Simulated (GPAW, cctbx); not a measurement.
# Cs2TlPBr6: deformation density and structure factors from DFT

Aim: compute the bonding part of the density of Cs2TlPBr6, find which reflections carry it, and see how it biases an ordinary refinement.

The cell comes from substitution in a known structure type and wasn't matched to any measured phase. All numbers below are calculated.

### 1. Find the equilibrium geometry

The density hangs on the geometry, so cell and atoms are relaxed first, with the symmetry held. The cutoff is set higher than for the density because stress converges slowly with plane waves.

Settings: GPAW 26.7.0, PBE, 570 eV, 2×2×2 k-points, Fermi–Dirac width 0.05 eV, BFGS to 0.03 eV/Å.

```text
cell
1.0
     0.000000000    5.586500000    5.586500000
     5.586500000    0.000000000    5.586500000
     5.586500000    5.586500000    0.000000000
Tl Cs Br P
1 2 6 1
Direct
0.500000000 0.500000000 0.500000000
0.750000000 0.750000000 0.750000000
0.250000000 0.250000000 0.250000000
0.754600000 0.754600000 0.245400000
0.245400000 0.245400000 0.754600000
0.754600000 0.245400000 0.754600000
0.245400000 0.754600000 0.754600000
0.245400000 0.754600000 0.245400000
0.754600000 0.245400000 0.245400000
0.000000000 0.000000000 0.000000000
```

```console
$ OMP_NUM_THREADS=1 mpirun -n 4 gpaw python run.py > gpaw.log
```

```text
BFGS:    0      -28.375029        1.252253
BFGS:    1      -28.508408        1.170159
BFGS:    2      -29.203915        0.380700
BFGS:    3      -29.234493        0.447439
...
BFGS:    8      -29.409645        0.174684
BFGS:    9      -29.422144        0.058620
BFGS:   10      -29.423396        0.005931
cell  8.1898 8.1898 8.1898  60.00 60.00 60.00
volume 388.425 A^3, largest force 0.004 eV/A, largest stress 0.02 GPa
```

After 10 steps the volume has changed by +11.4 % and the energy by -1.048 eV; the largest stress left is 0.02 GPa. It took 5.2 min on 4 cores of Arm Neoverse N1 (shared host), peak memory 1.2 GiB.

Relaxed structure: Fm-3m (no. 225), a = 11.5821 Å, b = 11.5821 Å, c = 11.5821 Å, α = 90.00°, β = 90.00°, γ = 90.00°.

| atom | mult. | x | y | z |
| --- | --- | --- | --- | --- |
| Tl1 | 4 | 1/2 | 0 | 0 |
| Cs1 | 8 | 1/4 | 1/4 | 3/4 |
| Br1 | 24 | 0 | 0 | 0.7756 |
| P1 | 4 | 0 | 0 | 0 |

### 2. The all-electron density

X-rays see the whole electron density, so the PAW density is rebuilt with its core regions. Subtracting spherical free atoms from the same code cancels the cores and leaves the deformation density Δρ, the part due to bonding.

Settings: PBE, 450 eV, 3×3×3 k-points, Fermi–Dirac width 0.05 eV; primitive cell of 10 atoms.

```console
$ OMP_NUM_THREADS=1 mpirun -n 4 gpaw python run.py > gpaw.log
```

```text
|iter:   1|       0s |  -30.538416 | -0.64 |       |
|iter:   2|       3s |  -30.310356 | -2.27 | -1.28 |
|iter:   3|       6s |  -29.600680 | -1.89 | -1.32 |
...
|iter:   7|      16s |  -29.495302c| -5.67 | -3.17 |
|iter:   8|      19s |  -29.495310c| -6.92 | -3.79 |
|iter:   9|      22s |  -29.495311c| -7.78c| -4.33c|
```

```text
grid (84, 84, 84)  electrons 416.000  moved by bonding 1.592 e
deformation density beyond 0.5 A of the nuclei: max 0.059, min -0.069 e/A^3
atom        x       y       z   Voronoi charge  moment
Tl1    0.5000  0.5000  0.5000      0.276       0.00
Cs2    0.7500  0.7500  0.7500      0.211       0.00
Cs3    0.2500  0.2500  0.2500      0.211       0.00
Br4    0.7756  0.7756  0.2244     -0.163       0.00
Br5    0.2244  0.2244  0.7756     -0.163       0.00
Br6    0.7756  0.2244  0.7756     -0.163       0.00
Br7    0.2244  0.7756  0.7756     -0.163       0.00
Br8    0.2244  0.7756  0.2244     -0.163       0.00
Br9    0.7756  0.2244  0.2244     -0.163       0.00
P 10   0.0000  0.0000  0.0000      0.282       0.00
mean inner potential of superposed free atoms 11.313 V
total magnetic moment 0.000 muB
```

Deformation density in a plane through the shortest contact of the Br atom at the origin, in 0.01 e/Å³ (clipped at ±99); x from -1.6 to 4.2 Å, y from 2.4 down to -2.4 Å:

```text
  0   0  -1  -1  -1   0   0   1   2   3   .   .  -1   3   2   1
  0   0   0   0   0   0   0   0   1   0  -5  -7  -3   1   1   0
  0   0   0   1   1   0   0   0   0   1   3   4   2   1   0   0
 -1   0   1   2   3   2   0   0  -1   0   3   5   2  -1  -1   0
  0   0   1   3   5   2   1   1  -1  -4  -2   0  -3  -3   0   1
  0   0  -2  -1   .  -2  -2   3   1  -3  -2   .  -3  -2   3   3
  0   0  -4   .   .   .  -4   5   4   0   .   .   .   0   5   4
  0   0  -1  -1   .  -2  -2   3   1  -3  -2   .  -3  -2   3   3
  0   0   1   3   5   2   1   1  -1  -3  -2   0  -3  -3   0   1
 -1   0   1   2   3   2   0   0  -1   0   3   5   2  -1  -1   0
  0   0   0   1   1   0   0   0   0   1   3   4   2   1   0   0
  0   0   0   0   0   0   0   0   1   0  -5  -7  -3   1   1   0
  0   0  -1  -1  -1   0   0   1   3   3   .   .  -1   3   2   1
```

Atoms in or within 0.15 Å of the plane: Br (0.0, 0.0), P (2.6, 0.0) Å. Dots mark points within about 0.45 Å of a nucleus; large values next to them are atomic features.

Br gains most (-0.16 e) and P loses most (+0.28 e); Br is the most electronegative element, but the order of the others doesn't follow electronegativity. Such charges fall far short of formal ones, since overlapping free atoms already put density on their neighbours. Along the shortest contact from the Br atom at the map's origin, Br–P at 2.60 Å, Δρ is +0.06 e/Å³ at the midpoint: a modest build-up. At the midpoints of other shortest contacts it is 0.00 (Tl–Br, 3.19 Å) e/Å³. Point values carry grid noise of about 0.01 e/Å³. The run needed 9 iterations, 42 s.

### 3. From the density to structure factors

The Fourier components of Δρ, added to those of the free atoms, give the static X-ray structure factors; the Mott–Bethe relation turns them into the Fourier components V of the potential that fast electrons feel.

```text
static structure factors of the conventional cell: F in electrons, V (Mott-Bethe) in volts
   h  k  l      d  |F| table  |F| free   |F| DFT   change   |V| free  |V| DFT  change %
   1  1  1  6.6869   129.719   129.568   129.167   -0.401     0.006    0.047        -
   0  2  0  5.7911   231.325   230.628   230.800    0.172     0.764    0.747     -2.2
   0  2  2  4.0949   517.949   518.116   516.042   -2.073     2.700    2.803      3.8
   1  3  1  3.4921   281.496   281.344   281.969    0.624     0.823    0.801     -2.7
   2  2  2  3.3435   725.986   726.328   729.301    2.974     4.176    4.077     -2.3
   0  4  0  2.8955  1343.946  1344.450  1345.783    1.333     6.520    6.487     -0.5
   1  3  3  2.6571   410.439   410.371   410.926    0.555     1.428    1.417     -0.8
   0  4  2  2.5898   155.816   155.784   156.077    0.293     0.527    0.521     -1.1
   2  4  2  2.3642   417.828   417.842   418.627    0.785     1.631    1.618     -0.8
   3  3  3  2.2290   525.348   525.322   525.606    0.284     1.881    1.877     -0.2
   1  5  1  2.2290     6.075     5.742     5.734   -0.007     0.484    0.484     -0.0
   0  4  4  2.0474  1165.728  1166.125  1165.211   -0.915     4.774    4.785      0.2
   1  5  3  1.9577   135.773   135.572   135.709    0.137     0.134    0.133     -1.2
   2  4  4  1.9304   103.774   103.409   103.299   -0.110     0.254    0.255      0.5
```

The largest X-ray change is +2.97 e on 222, 0.4 % of |F|. For electrons V goes as (Z − F)/g², so a change of F counts against Z − F, which is small at low angle and wherever the atoms' terms cancel: |V| of 022 moves by +3.8 % (2.70 to 2.80 V) against -0.4 % in |F|. The last three rows still change by up to 0.92 e; the table stops while the angles are still low. The tabulated Hartree–Fock atoms differ from the free DFT atoms by up to 0.70 e, so the choice of reference atom matters too.

### 4. The functional ladder

The same geometry is run with other functionals, to see whether the bonding signal is larger than the spread between approximations. Free atoms are LDA for LDA and PBE otherwise; meta-GGAs and hybrids keep PBE cores. Any other changed setting is in the row's label.

```
   run  ΔF 222 (e)  ΔF 022 (e)  ΔF 040 (e)  q(Br) (e)  moved (e)  time
   PBE      +2.974      -2.073      +1.333     -0.163      1.592  42 s
   LDA      +2.565      -2.039      +0.889     -0.157      1.450  39 s
r2SCAN      +3.164      -2.360      +1.478     -0.181      1.759  99 s
```

At the base's settings ΔF(222) spans +2.565 to +3.164 e, a spread of 20 % of the PBE value; over the three listed reflections the spread is at most 44 %, so the sign holds and the size hangs on the functional. Times are from shared hosts.

### 5. What a spherical-atom refinement makes of it

Routine crystallography fits spherical atoms. To see the bias, intensities are simulated from tabulated atoms plus the DFT change ΔF, so that bonding alone can misfit (13106 reflections of the full sphere, merged to the counts below, to 0.5 Å, 1.5 % proportional noise plus counting noise, assumed isotropic U as listed, Δρ smeared by the mean U) and refined with cctbx over different ranges.

| range | data | R1 | GooF | U Tl1 (true 0.0031) | U Cs1 (true 0.0036) | U Br1 (true 0.0043) | U P1 (true 0.0056) | largest shift (Å) | Δρ max, min (e/Å³) |
| --- | --- | --- | --- | --- | --- | --- | --- | --- | --- |
| all data | 385 | 0.0029 | 1.03 | 0.0031 | 0.0036 | 0.0043 | 0.0056 | 0.0000 | 0.28, -0.24 |
| low resolution, d > 0.84 | 98 | 0.0027 | 1.16 | 0.0031 | 0.0037 | 0.0043 | 0.0053 | 0.0000 | 0.09, -0.17 |
| high order, d < 0.75 | 254 | 0.0031 | 0.99 | 0.0031 | 0.0036 | 0.0043 | 0.0056 | 0.0000 | 0.23, -0.18 |
| occupancies free, d > 0.7 | 157 | 0.0026 | 1.09 | 0.0031 | 0.0036 | 0.0043 | 0.0057 | 0.0001 | 0.12, -0.15 |

With all data GooF is 1.03, so at this noise the bonding hardly shows; the top residual peak lies 1.98 Å from Tl and 2.61 Å from Br. No U is off by more than 3 s.u. at low resolution. With Tl1 held at 1 and the scale free, the other occupancies refine to Cs1 0.999(0.001), Br1 1.000(0.001) and P1 1.004(0.005), within three s.u. of full.

### 6. Answer

Bonding moves 1.59 e in the primitive cell of Cs2TlPBr6 and changes the structure factors of the conventional cell in the table above by at most 2.97 e (222, 0.4 %). The shortest bond, Br–P, has Δρ = +0.06 e/Å³ at its midpoint. At the base's settings ΔF(222) spans +2.565 to +3.164 e, a spread of 20 % of the PBE value; over the three listed reflections the spread is at most 44 %, so the sign holds and the size hangs on the functional. With all data GooF is 1.03, so at this noise the bonding hardly shows. Limits: static density, frozen cores, no spin–orbit coupling.

[Outputs are excerpts: Python notices, other lines and further rows are left out; steps that failed or that the build refused (PBEsol, TPSS) are not shown.]

[Logs are printed without paths, hosts, clocks, repeated set-up lines and the standing remarks that a program may print on its own settings, such as how far it seeks lower states.]
